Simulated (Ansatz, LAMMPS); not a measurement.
# Localised basis functions on aqueous K+ and SO4 2-, 5.3 mol of salt per kg of water at 280 K (154 atoms), part 2 of 2

Aim: test how closely localised support functions follow the reference on aqueous K+ and SO4 2-, 5.3 mol of salt per kg of water at 280 K (154 atoms), and at what cost. A setting counts as converged where the r.m.s. difference of forces stays under 1 % of the r.m.s. force.

Ansatz 0.2.0; Kohn-Sham DFT, r2SCAN+D4, PAW (set soft_2), plane waves.

The cell: 58 O, 4 S, 84 H and 8 K. The network of contacts between molecules at the start is that of the classical potential that made the cell. The concentration wasn't checked against solubility and may exceed it. The density was typed from a rule of thumb and may lie off the real one at this temperature. Only the Γ point is sampled, in a cell whose shortest periodic width is 11 Å.

So far: The starting structure; How the cell was made; Plane-wave single point.

## Step 3: Plane-wave single point (continued)

Electrostatic potential energy in the ac plane at fractional y = 0.232, with atoms of S and O and H and K within 0.2 Å of it. With pseudopotentials it is smooth inside the atoms' cores, unlike the true potential.

Ten even steps from '0' (-40 eV) to '9' (7 eV), each cell a mean:
```
23799961001689999998720037899996
16999973002789999999875578999985
88999987667899999999988889998788
99999999999999999999999998873138
86664589999999999889999886331038
85441168999999999889998541001589
98886568999999999999998541001689
99999999999999977899999985312589
99999999999999722899999998700179
99999999999997325899999999831279
47789999999996227999999999887886
11016999999999889999999997248984
83005999999999999999999996148999
98679999999999999999999961028999
99999999999999999999999961049999
99999999999999999878999997799999
88899998789999999757999999999998
55789998689999999889999999999987
55689999999999757999999999999987
77899999999998505999999999999998
99999999999994138999999999999999
99999999999984149999988889999999
54799998778999899999853358999999
10499984214799999998610026899997
```
Columns run along a (11.4 Å; values clipped at the 3rd and 97th percentile), rows up along c (11.4 Å). Atoms in or near the plane, at fractional coordinates: S at (0.84, 0.74), O at (0.88, 0.62), O at (0.08, 0.49), H at (0.00, 0.53), H at (0.49, 0.63), H at (0.00, 0.94), H at (0.48, 0.19), O at (0.81, 0.41), H at (0.83, 0.49), K at (0.27, 0.96).

Mean Löwdin charges: H +0.38, K +0.85, O -0.75, S +2.63 e (they miss 1.1 % of the electrons, so they add up to more than the cell's charge).

## Step 4: Local order

Bonds and neighbours are counted at the geometry of the runs.

Density 1.62 g/cm³, 9.693 Å³ an atom.

g(r), total and by pair (bins of 0.2 Å):

| r (Å) | total | H-H | H-O | H-K | H-S | O-O | O-K |
| --- | --- | --- | --- | --- | --- | --- | --- |
| 0.90 | 2.42 | 0.00 | 5.90 | 0.00 | 0.00 | 0.00 | 0.00 |
| 1.10 | 1.81 | 0.00 | 4.41 | 0.00 | 0.00 | 0.00 | 0.00 |
| 1.30 | 0.00 | 0.00 | 0.00 | 0.00 | 0.00 | 0.00 | 0.00 |
| 1.50 | 0.62 | 0.00 | 0.56 | 0.00 | 0.00 | 0.00 | 0.00 |
| 1.70 | 1.50 | 2.73 | 1.68 | 0.00 | 0.00 | 0.00 | 0.00 |
| 1.90 | 0.38 | 0.57 | 0.52 | 0.00 | 0.00 | 0.00 | 0.00 |
| 2.10 | 0.38 | 0.84 | 0.32 | 0.00 | 0.00 | 0.00 | 0.00 |
| 2.30 | 0.65 | 1.39 | 0.12 | 0.16 | 0.00 | 1.29 | 0.00 |
| 2.50 | 0.68 | 0.89 | 0.42 | 0.00 | 1.92 | 1.22 | 0.39 |
| 2.70 | 1.09 | 0.90 | 0.74 | 0.83 | 3.35 | 1.88 | 2.81 |
| 2.90 | 0.96 | 0.70 | 0.87 | 1.47 | 2.30 | 0.97 | 2.77 |
| 3.10 | 1.33 | 1.17 | 1.44 | 2.40 | 0.93 | 0.89 | 2.53 |
| 3.30 | 1.29 | 1.00 | 1.68 | 1.69 | 0.49 | 0.99 | 0.83 |
| 3.50 | 1.08 | 0.97 | 1.14 | 1.45 | 0.15 | 1.16 | 0.74 |
| 3.70 | 1.10 | 1.15 | 1.08 | 1.43 | 0.64 | 0.98 | 0.64 |
| 3.90 | 1.06 | 1.11 | 1.14 | 1.00 | 1.38 | 0.70 | 0.67 |
| 4.10 | 0.97 | 0.94 | 0.95 | 0.95 | 1.48 | 1.20 | 0.84 |
| 4.30 | 0.98 | 1.01 | 0.96 | 0.77 | 1.24 | 1.00 | 0.89 |
| 4.50 | 0.88 | 0.90 | 0.84 | 0.61 | 0.79 | 1.23 | 0.57 |
| 4.70 | 0.94 | 0.89 | 0.91 | 0.91 | 1.19 | 1.01 | 1.33 |
| 4.90 | 0.97 | 1.03 | 0.95 | 0.96 | 0.73 | 0.99 | 0.80 |
| 5.10 | 0.94 | 1.01 | 0.93 | 0.82 | 0.81 | 0.77 | 1.29 |
| 5.30 | 1.02 | 1.07 | 0.99 | 1.01 | 0.75 | 1.06 | 1.00 |
| 5.50 | 0.96 | 0.95 | 0.99 | 0.96 | 1.17 | 0.90 | 0.98 |

Bonds by pair of elements; cutoffs follow the first minimum of g(r), held within bounds set by covalent radii, and pairs that aren't listed don't count as bonded:

| pair A-B | cutoff (Å) | bonds | mean length (Å) | spread (Å) | shortest (Å) | B about A | A about B |
| --- | --- | --- | --- | --- | --- | --- | --- |
| H-O | 1.21 | 84 | 1 | 0 | 1 | 1 | 1.45 |
| O-K | 3.58 | 69 | 2.99 | 0.257 | 2.54 | 1.19 | 8.62 |
| O-S | 1.88 | 16 | 1.44 | 0.016 | 1.41 | 0.276 | 4 |

How many atoms have how many bonded neighbours:

| element | mean | 1 | 2 | 3 | 4 | 5 | 6 | 7 | 8 | 9 | 10 | 11 |
| --- | --- | --- | --- | --- | --- | --- | --- | --- | --- | --- | --- | --- |
| H | 1 | 84 | 0 | 0 | 0 | 0 | 0 | 0 | 0 | 0 | 0 | 0 |
| K | 8.62 | 0 | 0 | 0 | 0 | 0 | 1 | 1 | 1 | 3 | 1 | 1 |
| O | 2.91 | 3 | 18 | 20 | 15 | 2 | 0 | 0 | 0 | 0 | 0 | 0 |
| S | 4 | 0 | 0 | 0 | 4 | 0 | 0 | 0 | 0 | 0 | 0 | 0 |

Bond angles (no mean is given where the spread exceeds 20°):

| angle | count | mean (°) | spread (°) |
| --- | --- | --- | --- |
| H-O-K | 104 | - | - |
| H-O-H | 42 | 110 | 0 |
| K-O-K | 25 | - | - |
| O-S-O | 24 | 110 | 2.4 |

Hydrogen bonds between water molecules (O–O under 3.5 Å, H–O···O angle under 30°):

| hydrogen bonds to other water | molecules |
| --- | --- |
| 0 | 5 |
| 1 | 8 |
| 2 | 16 |
| 3 | 7 |
| 4 | 5 |
| 5 | 1 |

First shells of the ions:

| ion | count | shell | mean number |
| --- | --- | --- | --- |
| K | 8 | water O within 3.6 A | 6.5 |

Bond length by coordination (bonds to H left out):

| element | coordination | atoms | mean bond length (Å) |
| --- | --- | --- | --- |
| K | 6 | 1 | 2.82 |
| K | 7 | 1 | 2.81 |
| K | 8 | 1 | 2.98 |
| K | 9 | 3 | 2.99 |
| K | 10 | 1 | 3.12 |
| K | 11 | 1 | 3.10 |
| O | 1 | 3 | 1.45 |
| O | 2 | 10 | 2.28 |
| O | 3 | 20 | 2.8 |
| O | 4 | 15 | 2.95 |
| O | 5 | 2 | 3.00 |

Counting bonds as in the table, all H atoms have 1, 38 % of K atoms have 9, 34 % of O atoms have 3 and all S atoms have 4 bonded neighbours. The 42 water molecules hold 2.05 hydrogen bonds each to other water on average, with a mean O–O distance of 2.83 Å. Ion shells in this frame: K 6.5 (water O within 3.6 Å).

A closer look about O3, which bears the longest force: 8 atoms, nearest first, numbered in the order of the input, with positions taken from that point.

| atom | x | y | z | distance (Å) | bonds | Löwdin charge (e) | Fx | Fy | Fz (eV/Å) |
| --- | --- | --- | --- | --- | --- | --- | --- | --- | --- |
| O3 | 0.00 | 0.00 | 0.00 | 0.00 | 2 | -0.83 | -1.40 | -1.32 | 3.79 |
| S2 | 0.61 | 0.42 | -1.21 | 1.41 | 4 | 2.66 | 0.01 | -0.34 | 0.00 |
| H146 | 0.52 | -1.38 | 0.93 | 1.75 | 1 | 0.38 | 0.57 | -0.67 | 0.77 |
| H79 | -0.87 | 0.85 | 1.36 | 1.82 | 1 | 0.41 | -0.88 | 0.15 | 0.17 |
| O5 | -0.48 | 0.67 | -2.13 | 2.28 | 2 | -0.81 | -1.52 | 0.73 | -2.13 |
| O4 | 1.34 | 1.62 | -0.96 | 2.31 | 3 | -0.85 | 1.45 | 2.48 | 0.30 |
| O1 | 1.50 | -0.59 | -1.70 | 2.35 | 4 | -0.86 | 0.91 | -1.81 | -1.04 |
| H118 | -1.94 | -1.70 | 0.31 | 2.60 | 1 | 0.39 | -0.74 | 1.00 | 0.89 |

The column of bonds counts only the pairs H-O within 1.21 Å, O-K within 3.58 Å, O-S within 1.88 Å; other neighbours, such as metal atoms beside each other in a compound, aren't counted, and periodic images can show an atom twice.

## Step 5: Support functions medium

With localised support functions most steps grow linearly with size, though the diagonalisation grows faster unless the density matrix is cut; this run measures error and cost at this size.

This step: Kohn-Sham DFT, r2SCAN+D4, PAW (set soft_2), localised support functions (medium) (Ansatz 0.2.0).

Input file input.yaml:

```yaml
crystal:
  lattice:
    - [11.42875, 0.0, 0.0]
    - [0.0, 11.42875, 0.0]
    - [0.0, 0.0, 11.42875]
  atoms:
    [... the 154 atom lines of step 3 ...]
kpoints:
  mp_grid: { grid: [1, 1, 1] }
hamiltonian:
  xc: r2scan
  dispersion: d4
scf:
  occupations: { method: fixed }
  eigensolver: { kind: { support_functions: { accuracy: medium } } }
  max_iter: 150
output:
  forces: true
  eigenvalues: true
```

Run with:

```
$ ansatz run input.yaml --threads 8 --pin off --max-ram 15872MiB --backend cpu --events-out ev --progress --plain --runs-dir out
```

Numbers of over 12 decimals in the logs are rounded to 6 here.

What it wrote:

```text
Warning: scf.eigensolver.kind.support_functions: disabling space-group detection — the functions' gradient is summed over unrotated k-points, so no spatial operation reduces the k-mesh or symmetrises the density; time reversal is kept, so that k and −k are solved as one point where they differ and the mesh holds both, and exact exchange and, on two spinor components, a DFT+U term hold to it where the run has them: [...]
settings of this run that can trade accuracy for cost: scf.eigensolver.kind.support_functions [...]
[...]
Crystal: 154 atoms, lattice volume = 1492.781 Å³
Basis set: ecut = 500 eV, 37993 PW (Γ), exchange–correlation on 324×324×324 points (27 copies of the dense FFT grid, shifted against one another)
Bands: 317, of which v1, the nominal top of the filled ones, is band 264 counted from 1 (263 counted from 0)
Symmetry: 1 space group operations
k-points: 1
[...]
SCF iter   1: F=—  HF=-50305.153163 eV  |F-HF|=—  |Δ(HF+E_count)|=         —  Δρ=1.05e-1  dr2=1.73e2  dr2_τ=1.83e1  ethr=1.00e-1
[...]
SCF iter  12: F=—  HF=-50309.119901 eV  |F-HF|=—  |Δ(HF+E_count)|=   1.38e-3  Δρ=1.38e-5  dr2=5.68e-6  dr2_τ=2.15e-7  ethr=4.68e-9  κ⁻¹=9.3e-6(r=7)
SCF iter  13: F=-50309.119903 eV  HF=-50309.119903 eV  |F-HF|=2.23e-7  |Δ(HF+E_count)|=   2.54e-6  Δρ=5.22e-6  dr2=1.07e-6  dr2_τ=1.21e-8  ethr=1.08e-9
SCF 1 converged in 13 iterations: F = -50309.132620 eV  dr2 = 1.07e-6
[...]
SCF converged after 13 iterations
Stability not checked: this state was not tested for a lower state beside it, because the mixer in use, unlike msr1, does not test its closes by its own steps (another_mixer; see scf.mixing.algorithm and scf.lower_state_search)
Free energy (F): -50309.132620 eV
[...]
Internal energy: -50309.132620 eV  (E = F + TS)
E sigma→0 (E₀):  -50309.132620 eV
Fermi energy:    -0.261182 eV
[...]
Σ components = -50309.132620   (vs F -50309.132620, Δ=0.00e0)
--- Forces (eV/Å), atoms counted from 1 ---
  atom   1  O      0.90547687    -1.80746626    -1.03395047
  atom   2  S      0.00726575    -0.33592250     0.00378955
  atom   3  O     -1.39603129    -1.31577624     3.77949610
  atom   4  O      1.44219112     2.47550197     0.29667147
[...]
atom 154  K      0.14814494     0.05047136     0.17767096
  max |Σ_I F_I| component: 5.58e-3 eV/Å
--- Band table (eV) ---
[...]
```

Wall time 3.4 min (8 threads of Arm Neoverse V2, shared host); peak memory 9.1 GiB.

The program notes that the band table was not solved further than the SCF left it and it switched symmetry off.

Keys that differ from the reference: support_functions.accuracy = "medium" and scf.max_iter = 150.

Forces differ from the reference by 5.3 meV/Å r.m.s., 0.65 % of their size, within a tolerance of 1 %; the energy by -3.7 meV/atom. It took 3.4 min and 13 cycles; the reference's time can't be set against it, since the two runs asked for unlike analyses.

## Step 6: All settings compared

Each row is set against the plane-wave reference (Kohn-Sham DFT, r2SCAN+D4, PAW (set soft_2), plane waves; r.m.s. force component 0.823 eV/Å). Energies are set beside the reference only for runs with its functional, potentials and electron count. Times are for 8 threads of Arm Neoverse V2, shared host. The reference's time includes the DOS, the stress and grids, which some other runs skip.

| run | Δ force, r.m.s. (meV/Å) | share of r.m.s. force (%) | Δ energy (meV/atom) | Δ gap (eV) | cycles | time | host memory (GiB) |
| --- | --- | --- | --- | --- | --- | --- | --- |
| reference | - | - | - | - | 9 | 33 s | 4.5 |
| support functions medium | 5.33 | 0.648 | -3.68 | -7.0e-4 | 13 | 3.4 min | 9.1 |

## Step 7: Summary of results

- free energy per atom: -326.6790 eV/atom
- pressure: 0.1037 GPa
- r.m.s. force component: 0.8233 eV/Å
- gap (highest filled to lowest empty level): 5.002 eV
- wall time of the 2 DFT runs: 4 min

In words: Against plane waves at 500 eV, the forces differ by 5.3 meV/Å (0.65 %) with support functions medium. At 154 atoms the run with support functions medium takes roughly 6.2 times the time of plane waves (whose run also made extra analyses, so the like-for-like ratio is larger), in 13 SCF cycles against 9. Differences between support functions and plane waves include what basis error the plane-wave run still has.

The highest filled and lowest empty levels differ by 5.00 eV (at Γ alone); a semilocal functional tends to put such gaps too low. In a disordered cell it changes from sample to sample and from frame to frame. Counting bonds as in the table, all H atoms have 1, 38 % of K atoms have 9, 34 % of O atoms have 3 and all S atoms have 4 bonded neighbours. The 42 water molecules hold 2.05 hydrogen bonds each to other water on average, with a mean O–O distance of 2.83 Å.

Caveats: The force components of 0.82 eV/Å r.m.s. hold both thermal displacement and the mismatch between the potential that made the cell and DFT, above all in bond lengths inside molecules. The pressure of a single frame lacks the kinetic term.

[Logs are printed without paths, hosts, clocks, repeated set-up lines and the standing remarks that a program may print on its own settings, such as how far it seeks lower states.]

[Hosts, paths, dates, database ids (printed as entryN), source tags and the programs' standing remarks are cut or masked in the printed files.]
